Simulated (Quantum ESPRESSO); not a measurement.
## Magnetic state of MnSO4 from several starts

Aim: find out which collinear order of MnSO4 costs least.

Method: PBEsol; plane waves with GBRV 1.5 PBEsol potentials, no spin-orbit coupling, in Quantum ESPRESSO 7.5.

**1. The structure**

The structure is orthorhombic, space group Cmcm (No. 63). The conventional cell has a = 5.267 Å, b = 8.046 Å, c = 6.848 Å, α = 90.00°, β = 90.00°, γ = 90.00°. Nearest to Mn lie 6 O at 2.05 to 2.17 Å. Nearest to S lie 4 O at 1.54 to 1.63 Å. O has 1 S at 1.54 Å and 1 Mn at 2.05 Å nearest. Nearest to O lie 1 S at 1.63 Å and 2 Mn at 2.17 Å. Farther neighbours and most contacts between anions are not listed.

The cell comes from the Crystallography Open Database.

**2. Run 1 (ferro ++)**

The signs are those of the starting moments on the seeded atoms, the atoms that are given a moment.

Input file pw.in:

```
&CONTROL
  calculation = 'scf'
  prefix = 'pwscf'
  outdir = './tmp'
  pseudo_dir = './pseudo'
  disk_io = 'nowf'
/
&SYSTEM
  ibrav = 0
  celldm(1) = 8
  nat = 12
  ntyp = 3
  ecutwfc = 40
  ecutrho = 280
  nbnd = 64
  occupations = 'smearing'
  smearing = 'fd'
  degauss = 0.00367493
  nspin = 2
  starting_magnetization(1) = 0.3
  starting_magnetization(2) = 0
  starting_magnetization(3) = 0
/
&ELECTRONS
  conv_thr = 2.4d-08
  electron_maxstep = 150
  mixing_beta = 0.3
/
ATOMIC_SPECIES
Mn     54.9380 mn_pbesol_v1.5.uspp.F.UPF
S      32.0600 s_pbesol_v1.4.uspp.F.UPF
O      15.9990 o_pbesol_v1.2.uspp.F.UPF
CELL_PARAMETERS alat
   0.6220742186502   -0.9502960249212    0.0000000000000
   0.6220742186502    0.9502960249212    0.0000000000000
   0.0000000000000    0.0000000000000    1.6176055626797
ATOMIC_POSITIONS crystal
Mn      0.0000000000    0.0000000000    0.0000000000
Mn      0.0000000000    0.0000000000    0.5000000000
S       0.6500000000    0.3500000000    0.2500000000
S       0.3500000000    0.6500000000    0.7500000000
O       0.7500000000    0.2500000000    0.0580000000
O       0.2500000000    0.7500000000    0.5580000000
O       0.2500000000    0.7500000000    0.9420000000
O       0.7500000000    0.2500000000    0.4420000000
O       0.7810000000    0.7190000000    0.2500000000
O       0.2190000000    0.2810000000    0.7500000000
O       0.7190000000    0.7810000000    0.7500000000
O       0.2810000000    0.2190000000    0.2500000000
K_POINTS automatic
4 4 4 0 0 0
```

Started as:

```
OMP_NUM_THREADS=1 mpirun -n 4 pw.x -nk 4 -in pw.in > pw.out
```

Log:

```text
Program PWSCF v.7.5 starts

     Message from routine setup:
     using ibrav=0 with symmetry is DISCOURAGED, use correct ibrav instead

     K-points division:     npool     =       4
     Subspace diagonalization in iterative solution of the eigenvalue problem:

     G-vector sticks info
     --------------------
     sticks:   dense  smooth     PW     G-vecs:    dense   smooth      PW
     Sum        1695     963    295                77459    33479    5683

     Using Slab Decomposition

     bravais-lattice index     =            0
     lattice parameter (alat)  =       8.0000  a.u.
     unit-cell volume          =     979.2052 (a.u.)^3
     number of atoms/cell      =           12
     number of atomic types    =            3
     number of electrons       =        90.00
     number of Kohn-Sham states=           64
     kinetic-energy cutoff     =      40.0000  Ry
     charge density cutoff     =     280.0000  Ry
     scf convergence threshold =      2.4E-08
     mixing beta               =       0.3000
     number of iterations used =            8  plain     mixing
     Exchange-correlation= SLA  PW   PSX  PSC
                           (   1   4  10   8   0   0   0)

     celldm(1)=   8.000000  celldm(2)=   0.000000  celldm(3)=   0.000000
     celldm(4)=   0.000000  celldm(5)=   0.000000  celldm(6)=   0.000000

     crystal axes: (cart. coord. in units of alat)
               a(1) = (   0.622074  -0.950296   0.000000 )
               a(2) = (   0.622074   0.950296   0.000000 )
               a(3) = (   0.000000   0.000000   1.617606 )

     reciprocal axes: (cart. coord. in units 2 pi/alat)
               b(1) = (  0.803763 -0.526152  0.000000 )
               b(2) = (  0.803763  0.526152 -0.000000 )
               b(3) = ( -0.000000  0.000000  0.618198 )

     PseudoPot. # 1 for Mn read from file:
     mn_pbesol_v1.5.uspp.F.UPF
     Pseudo is Ultrasoft + core correction, Zval = 15.0
     Generated by new atomic code, or converted to UPF format
     Using radial grid of  859 points,  6 beta functions with:
                l(1) =   0
                l(2) =   0
                l(3) =   1
                l(4) =   1
                l(5) =   2
                l(6) =   2
     Q(r) pseudized with  8 coefficients,  rinner =    0.950   0.950   0.950
                                                       0.950   0.950

     PseudoPot. # 2 for S  read from file:
     s_pbesol_v1.4.uspp.F.UPF
     Pseudo is Ultrasoft + core correction, Zval =  6.0
     Generated by new atomic code, or converted to UPF format
     Using radial grid of  907 points,  6 beta functions with:
                l(1) =   0
                l(2) =   0
                l(3) =   1
                l(4) =   1
                l(5) =   2
                l(6) =   2
     Q(r) pseudized with  8 coefficients,  rinner =    1.300   1.300   1.300
                                                       1.300   1.300

     PseudoPot. # 3 for O  read from file:
     o_pbesol_v1.2.uspp.F.UPF
     Pseudo is Ultrasoft + core correction, Zval =  6.0
     Generated by new atomic code, or converted to UPF format
     Using radial grid of  737 points,  5 beta functions with:
                l(1) =   0
                l(2) =   0
                l(3) =   1
                l(4) =   1
                l(5) =   2
     Q(r) pseudized with  8 coefficients,  rinner =    0.900   0.900   0.900
                                                       0.900   0.900

     atomic species   valence    mass     pseudopotential
     Mn               15.00    54.93800     Mn( 1.00)
     S                 6.00    32.06000     S ( 1.00)
     O                 6.00    15.99900     O ( 1.00)

     Starting magnetic structure
     atomic species   magnetization
     Mn              0.300
     S               0.000
     O               0.000

      8 Sym. Ops., with inversion, found ( 4 have fractional translation)

   Cartesian axes

     site n.     atom                  positions (alat units)
         1        Mn     tau(   1) = (   0.0000000   0.0000000   0.0000000  )
         2        Mn     tau(   2) = (   0.0000000   0.0000000   0.8088028  )
         3        S      tau(   3) = (   0.6220742  -0.2850888   0.4044014  )
         4        S      tau(   4) = (   0.6220742   0.2850888   1.2132042  )
         5        O      tau(   5) = (   0.6220742  -0.4751480   0.0938211  )
         6        O      tau(   6) = (   0.6220742   0.4751480   0.9026239  )
         7        O      tau(   7) = (   0.6220742   0.4751480   1.5237844  )
         8        O      tau(   8) = (   0.6220742  -0.4751480   0.7149817  )
         9        O      tau(   9) = (   0.9331113  -0.0589184   0.4044014  )
        10        O      tau(  10) = (   0.3110371   0.0589184   1.2132042  )
        11        O      tau(  11) = (   0.9331113   0.0589184   1.2132042  )
        12        O      tau(  12) = (   0.3110371  -0.0589184   0.4044014  )

     number of k points=    21  Fermi-Dirac smearing, width (Ry)=  0.0037
                       cart. coord. in units 2pi/alat
        k(    1) = (   0.0000000   0.0000000   0.0000000), wk =   0.0156250
        k(    2) = (   0.0000000   0.0000000   0.1545494), wk =   0.0312500
        k(    3) = (   0.0000000   0.0000000  -0.3090988), wk =   0.0156250
        k(    4) = (   0.2009407   0.1315380   0.0000000), wk =   0.0625000
        k(    5) = (   0.2009407   0.1315380   0.1545494), wk =   0.1250000
        [... 16 further k-points ...]

     Dense  grid:    77459 G-vectors     FFT dimensions: (  50,  50,  72)

     Smooth grid:    33479 G-vectors     FFT dimensions: (  40,  40,  54)

     Check: negative core charge=   -0.000024
     Generating pointlists ...
     new r_m :   0.1998 (alat units)  1.5983 (a.u.) for type    1
     new r_m :   0.1502 (alat units)  1.2016 (a.u.) for type    2
     new r_m :   0.1502 (alat units)  1.2016 (a.u.) for type    3

     Initial potential from superposition of free atoms

     starting charge      88.9998, renormalised to      90.0000
     Starting wfcs are   66 randomized atomic wfcs

     Self-consistent Calculation

     iteration #  1     ecut=    40.00 Ry     beta= 0.30
     Davidson diagonalization with overlap
     ethr =  1.00E-02,  avg # of iterations =  3.8

     total energy              =    -727.58936988 Ry
     estimated scf accuracy    <       2.42625856 Ry

     total magnetization       =    10.00 Bohr mag/cell
     absolute magnetization    =    10.00 Bohr mag/cell

     iteration #  2     ecut=    40.00 Ry     beta= 0.30
     Davidson diagonalization with overlap
     ethr =  2.70E-03,  avg # of iterations =  2.0

     total energy              =    -727.99592542 Ry
     estimated scf accuracy    <       0.10353184 Ry

     total magnetization       =    10.00 Bohr mag/cell
     absolute magnetization    =    10.00 Bohr mag/cell

     iteration #  3     ecut=    40.00 Ry     beta= 0.30
     Davidson diagonalization with overlap
     ethr =  1.15E-04,  avg # of iterations =  6.1

     negative rho (up, down):  0.000E+00 8.095E-04

     total energy              =    -728.01405089 Ry
     estimated scf accuracy    <       0.04090353 Ry

     total magnetization       =    10.00 Bohr mag/cell
     absolute magnetization    =    10.00 Bohr mag/cell

     [... further iterations left out ...]

     iteration #  8     ecut=    40.00 Ry     beta= 0.30
     Davidson diagonalization with overlap
     ethr =  6.63E-09,  avg # of iterations =  3.1

     negative rho (up, down):  0.000E+00 1.241E-03

     total energy              =    -728.01777535 Ry
     estimated scf accuracy    <       0.00000563 Ry

     total magnetization       =    10.00 Bohr mag/cell
     absolute magnetization    =    10.00 Bohr mag/cell

     iteration #  9     ecut=    40.00 Ry     beta= 0.30
     Davidson diagonalization with overlap
     ethr =  6.26E-09,  avg # of iterations =  2.0

     negative rho (up, down):  0.000E+00 1.241E-03

     total energy              =    -728.01777744 Ry
     estimated scf accuracy    <       0.00000101 Ry

     total magnetization       =    10.00 Bohr mag/cell
     absolute magnetization    =    10.00 Bohr mag/cell

     iteration # 10     ecut=    40.00 Ry     beta= 0.30
     Davidson diagonalization with overlap
     ethr =  1.12E-09,  avg # of iterations =  2.0

     negative rho (up, down):  0.000E+00 1.241E-03

     total energy              =    -728.01777795 Ry
     estimated scf accuracy    <       0.00000009 Ry

     total magnetization       =    10.00 Bohr mag/cell
     absolute magnetization    =    10.00 Bohr mag/cell

     iteration # 11     ecut=    40.00 Ry     beta= 0.30
     Davidson diagonalization with overlap
     ethr =  1.03E-10,  avg # of iterations =  1.5

     negative rho (up, down):  0.000E+00 1.241E-03

     Magnetic moment per site  (integrated on atomic sphere of radius R)
     atom   1 (R=0.200)  charge= 12.2287  magn=  4.0231
     atom   2 (R=0.200)  charge= 12.2287  magn=  4.0231
     atom   3 (R=0.150)  charge=  1.3714  magn=  0.0299
     atom   4 (R=0.150)  charge=  1.3714  magn=  0.0299
     atom   5 (R=0.150)  charge=  4.2167  magn=  0.0311
     atom   6 (R=0.150)  charge=  4.2167  magn=  0.0311
     atom   7 (R=0.150)  charge=  4.2167  magn=  0.0311
     atom   8 (R=0.150)  charge=  4.2167  magn=  0.0311
     atom   9 (R=0.150)  charge=  4.1870  magn=  0.0581
     atom  10 (R=0.150)  charge=  4.1870  magn=  0.0581
     atom  11 (R=0.150)  charge=  4.1870  magn=  0.0581
     atom  12 (R=0.150)  charge=  4.1870  magn=  0.0581

     End of self-consistent calculation

     [... lines left out ...]
     the Fermi energy is     7.9356 ev

!    total energy              =    -728.01777817 Ry
     estimated scf accuracy    <       0.00000001 Ry
     smearing contrib. (-TS)   =      -0.00000294 Ry
     internal energy E=F+TS    =    -728.01777523 Ry

     The total energy is F=E-TS. E is the sum of the following terms:
     one-electron contribution =    -416.65664718 Ry
     hartree contribution      =     249.92161110 Ry
     xc contribution           =    -127.47872011 Ry
     ewald contribution        =    -433.80401903 Ry

     total magnetization       =    10.00 Bohr mag/cell
     absolute magnetization    =    10.00 Bohr mag/cell

     convergence has been achieved in  11 iterations

=------------------------------------------------------------------------------=
   JOB DONE.
=------------------------------------------------------------------------------=
```

Run time: 43 s. Hardware: 4 MPI ranks of AMD EPYC 9R14 (Zen 4), shared host; peak memory 0.96 GiB; 2.8 min of CPU time.

Spin moment in the atom's sphere by atom:

| atom | spin moment in the atom's sphere (μB) |
| --- | --- |
| Mn1 | 4.02 |
| Mn2 | 4.02 |
| S3 | 0.03 |
| S4 | 0.03 |
| O5 | 0.03 |
| O6 | 0.03 |
| O7 | 0.03 |
| O8 | 0.03 |
| O9 | 0.06 |
| O10 | 0.06 |
| O11 | 0.06 |
| O12 | 0.06 |

This step gave:

| Item | Value |
| --- | --- |
| smearing term TS | 4.00e-5 eV |
| magnetization | 10 μB |
| absolute magnetization | 10.01 μB |
| final state | ferromagnetic |

Spin density in the bc plane of the conventional cell at fractional x = 0.000, with atoms of Mn and S and O within 0.2 Å of it.

Values in e/Å³, 10 rows by 16 columns, each cell a mean:
```
3.0 0.6 0.0 0.0 0.0 0.0 0.0 0.0 0.0 0.0 0.0 0.0 0.0 0.0 0.2 2.1
0.1 0.1 0.0 0.0 0.0 0.0 0.0 0.0 0.0 0.0 0.0 0.0 0.0 0.0 0.0 0.1
0.0 0.0 0.0 0.0 0.0 0.0 0.0 0.0 0.0 0.0 0.0 0.0 0.0 0.0 0.0 0.0
0.3 0.1 0.0 0.0 0.0 0.0 0.0 0.0 0.0 0.0 0.0 0.0 0.0 0.0 0.1 0.2
4.3 0.8 0.1 0.0 0.0 0.0 0.0 0.0 0.0 0.0 0.0 0.0 0.0 0.0 0.3 3.1
3.0 0.5 0.0 0.0 0.0 0.0 0.0 0.0 0.0 0.0 0.0 0.0 0.0 0.0 0.3 2.1
0.1 0.1 0.0 0.0 0.0 0.0 0.0 0.0 0.0 0.0 0.0 0.0 0.0 0.0 0.0 0.1
0.0 0.0 0.0 0.0 0.0 0.0 0.0 0.0 0.0 0.0 0.0 0.0 0.0 0.0 0.0 0.0
0.3 0.1 0.0 0.0 0.0 0.0 0.0 0.0 0.0 0.0 0.0 0.0 0.0 0.0 0.1 0.2
4.3 0.7 0.0 0.0 0.0 0.0 0.0 0.0 0.0 0.0 0.0 0.0 0.0 0.0 0.3 3.1
```
Columns run along b (8.0 Å), rows up along c (6.8 Å), edges of the conventional cell, whose origin can differ from the input's. Atoms in or near the plane, at fractional coordinates: Mn at (0.00, 0.00), Mn at (0.00, 0.50), S at (0.35, 0.25), S at (0.65, 0.75), O at (0.25, 0.06), O at (0.75, 0.56), O at (0.75, 0.94), O at (0.25, 0.44).

Valence density in the bc plane of the conventional cell at fractional x = 0.000, with atoms of Mn and S and O within 0.2 Å of it. It is the smooth field of the valence electrons, not physical close to the nuclei.

Values in e/Å³, 10 rows by 16 columns, each cell a mean:
```
 9  2  0  1  1  0  0  0  0  0  1  4  6  1  1  7
 0  0  0  0  0  0  0  0  0  1  1  2  2  0  0  0
 0  0  0  0  0  0  0  0  0  1  1  1  1  0  0  0
 1  0  0  0  0  0  0  0  0  0  1  2  3  1  0  0
12  2  0  1  2  0  0  0  0  0  1  4  5  1  1 10
 9  2  1  4  6  2  0  0  0  0  0  1  1  0  1  7
 0  0  0  1  2  1  1  0  0  0  0  0  0  0  0  0
 0  0  0  0  1  1  1  1  0  0  0  0  0  0  0  0
 1  0  0  2  3  1  1  0  0  0  0  0  0  0  0  1
12  2  1  4  6  1  0  0  0  0  0  1  2  0  1 10
```
Columns run along b (8.0 Å), rows up along c (6.8 Å), edges of the conventional cell, whose origin can differ from the input's. Atoms in or near the plane, at fractional coordinates: Mn at (0.00, 0.00), Mn at (0.00, 0.50), S at (0.35, 0.25), S at (0.65, 0.75), O at (0.25, 0.06), O at (0.75, 0.56), O at (0.75, 0.94), O at (0.25, 0.44).

(Continued in part 2 of 2.)

[Logs and program files are shortened in this print: banners, set-up blocks, solver, clock and traceback lines can be left out without a mark of their own.]

[Logs are printed without paths, hosts, clocks, repeated set-up lines and the standing remarks that a program may print on its own settings, such as how far it seeks lower states.]

[Hosts, paths, dates, database ids (printed as entryN), source tags and the programs' standing remarks are cut or masked in the printed files.]

[Where a cell is said to come from a database of computed structures, the database is the Materials Project.]
